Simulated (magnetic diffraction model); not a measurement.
# Tm₃Co₂SiGe₂ below its ordering temperature

Space group Cmcm (no. 63), a = 4.1680 Å, b = 10.3410 Å, c = 13.8930 Å.

```csv
site,atom,x,y,z
8f,Tm,0,0.0853,0.3883
4c,Tm,1/2,0.1336,3/4
8f,Ge,0,0.3746,0.4628
8f,Co,0,0.2119,0.9175
4c,Si,0,0.3305,3/4
```

The compound is invented for this exercise: a known structure type with other elements, its cell scaled to their sizes and not relaxed.

Only Tm is taken to order (form factors of Tm3+); orders and moment sizes are assumed, and not adapted to the symmetry. Radiation: neutrons of λ = 2.567 Å, 5° to 70°; isotropic B of 0.2 Å² (Tm), 0.24 Å² (Ge), 0.37 Å² (Co) and 0.41 Å² (Si). The intensities are simulated: I ∝ L Σ (|F_N|² + |F_M⊥|²) for unpolarised neutrons, with F_M = 2.695 fm/μB × Σ f(s) S exp(2πi Q·r) exp(−B s²) at Q = H ± k (one set where k and −k are equivalent), only the part normal to Q counting and L = 1/(sin²θ cos θ). For collinear order S is the moment m, which repeats by lattice and centring translations R with the sign exp(−2πi k·R). Form factors are spin-only for 3d ions and dipole or tabulated for f ions, scattering lengths are Sears's of 1992, and absorption is left out. A label names one of the reflections at its angle. The strongest nuclear line in the range is 100, and lines under 0.2 are left out.

Above the ordering temperature:

```tsv
2θ (°)	index	I
21.30	(0 0 2)	16.9
36.05	(0 2 2)	0.6
38.78	(1 1 0)	3.9
40.32	(1 1 1)	12.9
43.37	(0 0 4)	1.7
43.69	(0 2 3)	0.2
44.66	(1 1 2)	0.2
51.25	(1 1 3)	10.1
52.87	(0 2 4)	4.9
57.79	(1 3 0)	25.1
58.94	(1 3 1)	50.1
59.53	(0 4 0)	34.0
59.58	(1 1 4)	100.0
60.66	(0 4 1)	4.2
62.30	(1 3 2)	0.2
63.26	(0 2 5)	40.9
63.98	(0 4 2)	2.2
67.33	(0 0 6)	12.9
67.70	(1 3 3)	45.2
69.30	(0 4 3)	16.7
69.34	(1 1 5)	6.4
```

Below it (cell unchanged):

```csv
2θ (°),I
10.60,778.7
21.30,16.9
28.75,1.7
30.72,2.2
32.18,8.2
36.05,19.1
38.78,55.1
40.32,18.9
43.37,1.7
43.69,9.3
44.66,9.0
51.25,107.4
52.87,64.4
55.02,0.4
57.79,52.9
58.94,55.0
59.53,36.3
59.58,100.8
60.66,8.4
62.30,0.7
63.26,42.2
63.98,2.2
67.33,12.9
67.70,51.4
69.30,16.7
69.34,26.9
```

**Question.** Find the propagation vector, then choose among these models:
A. collinear moments along [100], 4.6 μB on Tm; signs + at (0, 0.0853, 0.3883), − at (1/2, 0.4147, 0.6117), − at (1/2, 0.4147, 0.8883), + at (0, 0.0853, 0.1117), − at (1/2, 0.1336, 3/4), + at (0, 0.3664, 1/4)
B. collinear moments along [100], 4.6 μB on Tm; signs + at (0, 0.0853, 0.3883), + at (1/2, 0.4147, 0.6117), + at (1/2, 0.4147, 0.8883), + at (0, 0.0853, 0.1117), − at (1/2, 0.1336, 3/4), + at (0, 0.3664, 1/4)
C. collinear moments along [110], 4.6 μB on Tm; signs + at (0, 0.0853, 0.3883), − at (1/2, 0.4147, 0.6117), − at (1/2, 0.4147, 0.8883), + at (0, 0.0853, 0.1117), − at (1/2, 0.1336, 3/4), + at (0, 0.3664, 1/4)
D. collinear moments along [110], 4.6 μB on Tm; signs + at (0, 0.0853, 0.3883), + at (1/2, 0.4147, 0.6117), + at (1/2, 0.4147, 0.8883), + at (0, 0.0853, 0.1117), − at (1/2, 0.1336, 3/4), + at (0, 0.3664, 1/4)

No line moves, and magnetic intensity falls on nuclear lines such as the one at 51.25°; new lines at (0 0 1), (0 2 1) and (0 0 3) have whole indices that obey the lattice centring, at places with no nuclear intensity to speak of, so the magnetic cell equals the chemical primitive cell: k = 0.

Magnetic intensity, observed (below minus above) and for each model:

| 2θ (°) | index | observed | A | B | C | D |
| --- | --- | --- | --- | --- | --- | --- |
| 10.60 | (0 0 1) | 778.7 | 778.7 | 148.3 | 778.7 | 148.3 |
| 28.75 | (0 2 0) | 1.6 | 11.6 | 37.9 | 1.6 | 5.3 |
| 30.72 | (0 2 1) | 2.2 | 9.1 | 45.1 | 2.2 | 11.0 |
| 38.78 | (1 1 0) | 51.3 | 9.4 | 10.6 | 51.3 | 57.8 |
| 51.25 | (1 1 3) | 97.2 | 55.9 | 14.8 | 97.2 | 25.7 |
| 52.87 | (0 2 4) | 59.5 | 81.2 | 20.8 | 59.5 | 15.3 |
| 57.79 | (1 3 0) | 27.8 | 38.2 | 2.0 | 27.8 | 1.4 |
| 59.58 | (1 1 4) | 0.8 | 0.5 | 35.7 | 0.8 | 51.8 |

Model C matches.

The structure used: k = (0 0 0), collinear moments along [110], 4.6 μB on Tm; signs + at (0, 0.0853, 0.3883), − at (1/2, 0.4147, 0.6117), − at (1/2, 0.4147, 0.8883), + at (0, 0.0853, 0.1117), − at (1/2, 0.1336, 3/4), + at (0, 0.3664, 1/4).

[Logs are printed without paths, hosts, clocks, repeated set-up lines and the standing remarks that a program may print on its own settings, such as how far it seeks lower states.]
